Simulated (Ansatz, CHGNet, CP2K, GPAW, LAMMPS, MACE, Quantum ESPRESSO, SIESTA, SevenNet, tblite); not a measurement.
# Which run comes nearest? Amorphous 71GeO2-29Lu2O3 (mol %) (61 atoms)

Density of this cell: 5.84 g/cm³. The cell holds 61 atoms: 12 Ge, 10 Lu and 39 O. Cell: a = 9.737 Å, b = 9.737 Å, c = 9.737 Å, α = 90.0°, β = 90.0°, γ = 90.0°. 61 atoms (12 Ge, 10 Er, 39 O) placed at random at 5.59 g/cm³, melted at 5000 K for 10 ps at fixed volume with the Morse and Coulomb pair potential with partial charges (Pedone, Malavasi, Menziani, Cormack and Segre, J. Phys. Chem. B 110, 11780 (2006)). Quenched from 5000 K to 300 K at 20 K/ps and fixed volume, held 10 ps at zero pressure, then minimised at fixed cell. Then Er was replaced by Lu and the cell scaled by 1.003 (the potential has no terms for the new elements, so the cell is a start for a DFT relaxation).

Geometry: as built.

The reference, a calculation:

| Quantity | Value |
| --- | --- |
| method | Kohn-Sham DFT, PBE, SSSP efficiency 1.3.0 pseudopotentials, plane waves (Quantum ESPRESSO 7.5); sssp-pbe-1.3.0-efficiency, cutoffs 60/480 Ry, Γ point |
| r.m.s. force component | 0.864 eV/Å |
| longest force | 2.701 eV/Å |
| pressure | 0.6197 GPa |
| gap (highest filled to lowest empty level) | 2.063 eV |
| time | 3.4 min on 4 MPI ranks of Arm Neoverse V2, shared host |
| CPU time | 14 min |

Runs, in no order:
A. CP2K PBE, DZVP-MOLOPT-SR, 600/50 Ry, TRS4 filter 1e-07, SCF 1e-07: Kohn-Sham DFT, PBE, GTH-PBE pseudopotentials, Gaussian and plane waves, DZVP-MOLOPT-SR-GTH, linear-scaling purification of the density matrix
B. SIESTA PBE, DZP, shift 0.01 Ry, mesh 500 Ry: Kohn-Sham DFT, PBE, PseudoDojo 0.4.1 norm-conserving pseudopotentials (converted to PSML), numerical atomic orbitals (DZP), diagonalisation
C. CP2K PBE, DZVP-MOLOPT-SR, 300/50 Ry, diagonalisation: Kohn-Sham DFT, PBE, GTH-PBE pseudopotentials, Gaussian and plane waves, DZVP-MOLOPT-SR-GTH, diagonalisation
D. MACE MP-0b2 small potential: machine-learned interatomic potential MACE MP-0b2 small, trained on PBE(+U) plane-wave data
E. QE PBE, sssp-1.3.0-efficiency, 60/480 Ry, paro: Kohn-Sham DFT, PBE, SSSP efficiency 1.3.0 pseudopotentials, plane waves

**Question.** Rank the runs by how far their forces lie from the reference's, least first.

E, D, A, B, C.

```csv
run,"Δ force, r.m.s. (meV/Å)",share of r.m.s. force (%),CPU time
"E. QE PBE, sssp-1.3.0-efficiency, 60/480 Ry, paro",1.43,0.165,25 min
D. MACE MP-0b2 small potential,146,16.9,5.8 s
"A. CP2K PBE, DZVP-MOLOPT-SR, 600/50 Ry, TRS4 filter 1e-07, SCF 1e-07",221,25.6,9.3 min
"B. SIESTA PBE, DZP, shift 0.01 Ry, mesh 500 Ry",388,44.9,5.8 min
"C. CP2K PBE, DZVP-MOLOPT-SR, 300/50 Ry, diagonalisation",604,69.9,4.3 min
```

Machine-learned potentials mimic data converged in k, so the reference's own k-point error enters their differences. The network of bonds at the start is that of the classical potential that made the cell, and needn't be the one that DFT or experiment would give. The electronic-structure runs sample only Γ, in a cell whose shortest periodic width is 10 Å.

[Logs are printed without paths, hosts, clocks, repeated set-up lines and the standing remarks that a program may print on its own settings, such as how far it seeks lower states.]

[Hosts, paths, dates, database ids (printed as entryN), source tags and the programs' standing remarks are cut or masked in the printed files.]
